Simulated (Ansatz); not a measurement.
# Depolarisation of Ba on Al(111): the Topping model put to the test

In Topping's model the dipole per adsorbate falls as μ = μ₀/(1 + 9αn^(3/2)), with n the density and α a polarisability, so 1/μ is a straight line in n^(3/2).

**Method.** Ansatz 0.2.0, plane waves with PAW datasets (its set soft_2), RPBE; 4 layers at the tabulated experimental lattice constant with the lower two held, adsorbates relaxed from the bridge site, dipole correction. μ is the change of the cell's dipole per adsorbate, positive end outwards.

| run | n^(3/2) (nm⁻³) | 1/μ (1/D) |
| --- | --- | --- |
| 0.0625 ML | 0.83 | 0.207 |
| 0.111 ML | 1.96 | ? |
| 0.25 ML | 6.60 | 0.721 |

**Question.** What value belongs in the row marked “?”, and how far can the other rows tell?

Two rows fix a line: slope = (0.721 − 0.207) / (6.60 − 0.83) = 0.08908, intercept 0.13307. The intercept gives μ₀ = 1/0.1331 = 7.51 D, and slope over intercept 9α = 0.669 nm³, or α = 74 Å³, an effective value that holds the metal's image. At 1.96 it gives 0.08908 × 1.96 + 0.13307 = 0.308 1/D. Rounding of the rows alone allows about ±0.001 1/D there; two rows can't show whether the line holds.

The run itself gives 0.270 1/D: a miss of −0.038 1/D, or 14.1 % of the value. In dipoles that is 3.25 D predicted against 3.71 D found. A miss this large means that the model doesn't hold over this range, and μ₀ and α above are fit values without physical meaning.

**Limits.** Heights and bonding change with coverage, which the model leaves out; its factor is about 9 for square and hexagonal arrays and differs for rectangular ones and rows; and slabs this thin add errors of their own. The test is put only to electropositive adsorbates whose dipole falls by a fifth or more between the two rows shown.
